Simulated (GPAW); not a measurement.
Consider InHO2 (Pnnm).

```xyz
8
Lattice="4.5239 0.0000 0.0000 0.0000 5.2806 0.0000 0.0000 0.0000 3.2885" Properties=species:S:1:pos:R:3 pbc="T T T"
In    0.0000    0.0000    0.0000
In    2.2620    2.6403    1.6443
O     3.5271    3.3301    0.0000
O     0.9968    1.9505    0.0000
O     3.2588    0.6898    1.6443
O     1.2651    4.5908    1.6443
H     0.0000    2.6403    0.0000
H     2.2620    0.0000    1.6443
```

Absorber: atom 1, with 6 O at 2.19 Å (octahedral, site symmetry 2/m). Method: GPAW, LDA, full core hole (charged cell), 32-atom cell with 7.0 Å between holes, 3×3×3 k points, dipole transitions, Gaussian full width 7.91 eV.

Q: Predict the near-edge structure at the In K edge.

Main maxima up to 29 eV above the zero (height): 7.8 eV (1.56). A K edge sees empty p states on the absorber. 

The In K spectrum (energy from the lowest empty level; intensity scaled to a mean of 1 over the first 20 eV; polarised curves are means over the symmetry-equivalent atoms):

| E (eV) | isotropic | ε ∥ x | ε ∥ y | ε ∥ z |
| --- | --- | --- | --- | --- |
| -2.0 | 0.08 | 0.10 | 0.08 | 0.06 |
| -1.0 | 0.15 | 0.18 | 0.15 | 0.11 |
| 0.0 | 0.25 | 0.30 | 0.26 | 0.19 |
| 1.0 | 0.40 | 0.47 | 0.41 | 0.31 |
| 2.0 | 0.59 | 0.67 | 0.61 | 0.48 |
| 3.0 | 0.81 | 0.90 | 0.84 | 0.70 |
| 4.0 | 1.05 | 1.11 | 1.08 | 0.95 |
| 5.0 | 1.26 | 1.30 | 1.29 | 1.20 |
| 6.0 | 1.43 | 1.42 | 1.45 | 1.43 |
| 7.0 | 1.54 | 1.48 | 1.53 | 1.60 |
| 8.0 | 1.56 | 1.47 | 1.53 | 1.68 |
| 9.0 | 1.51 | 1.41 | 1.46 | 1.68 |
| 10.0 | 1.41 | 1.31 | 1.35 | 1.58 |
| 11.0 | 1.28 | 1.19 | 1.22 | 1.43 |
| 12.0 | 1.14 | 1.07 | 1.10 | 1.24 |
| 13.0 | 1.00 | 0.96 | 1.00 | 1.05 |
| 14.0 | 0.89 | 0.87 | 0.92 | 0.88 |
| 15.0 | 0.80 | 0.79 | 0.86 | 0.76 |
| 16.0 | 0.74 | 0.73 | 0.81 | 0.67 |
| 17.0 | 0.70 | 0.69 | 0.77 | 0.63 |
| 18.0 | 0.67 | 0.66 | 0.72 | 0.62 |
| 19.0 | 0.65 | 0.65 | 0.68 | 0.62 |
| 20.0 | 0.64 | 0.64 | 0.64 | 0.63 |
| 21.0 | 0.62 | 0.63 | 0.60 | 0.64 |
| 22.0 | 0.61 | 0.63 | 0.57 | 0.63 |
| 23.0 | 0.59 | 0.62 | 0.54 | 0.62 |
| 24.0 | 0.58 | 0.61 | 0.52 | 0.60 |
| 25.0 | 0.56 | 0.60 | 0.51 | 0.57 |
| 26.0 | 0.54 | 0.58 | 0.50 | 0.54 |
| 27.0 | 0.52 | 0.56 | 0.49 | 0.52 |
| 28.0 | 0.51 | 0.55 | 0.49 | 0.51 |
| 29.0 | 0.51 | 0.54 | 0.49 | 0.50 |
| 30.0 | 0.51 | 0.54 | 0.50 | 0.49 |
| 31.0 | 0.52 | 0.55 | 0.52 | 0.49 |
| 32.0 | 0.53 | 0.56 | 0.54 | 0.50 |

The script folds with a Gaussian, whereas the core hole's own line is a Lorentzian, so the onset is too steep and the first peak too high. The structure is a computed Materials Project entry and may be a hypothetical form.

[Banner, clock and machine lines of the logs are left out without a mark of their own.]

[Logs are printed without paths, hosts, clocks, repeated set-up lines and the standing remarks that a program may print on its own settings, such as how far it seeks lower states.]

[Hosts, paths, dates, database ids (printed as entryN), source tags and the programs' standing remarks are cut or masked in the printed files.]

[Lists of maxima count a maximum above −3 eV only where it reaches 4 % of the highest in the window and stands out from its surroundings by 2 % of it (1.5 % where it reaches 55 %); shoulders and weaker maxima are passed over, and of the rest the first, up to two pre-edge ones and the few strongest are named.]
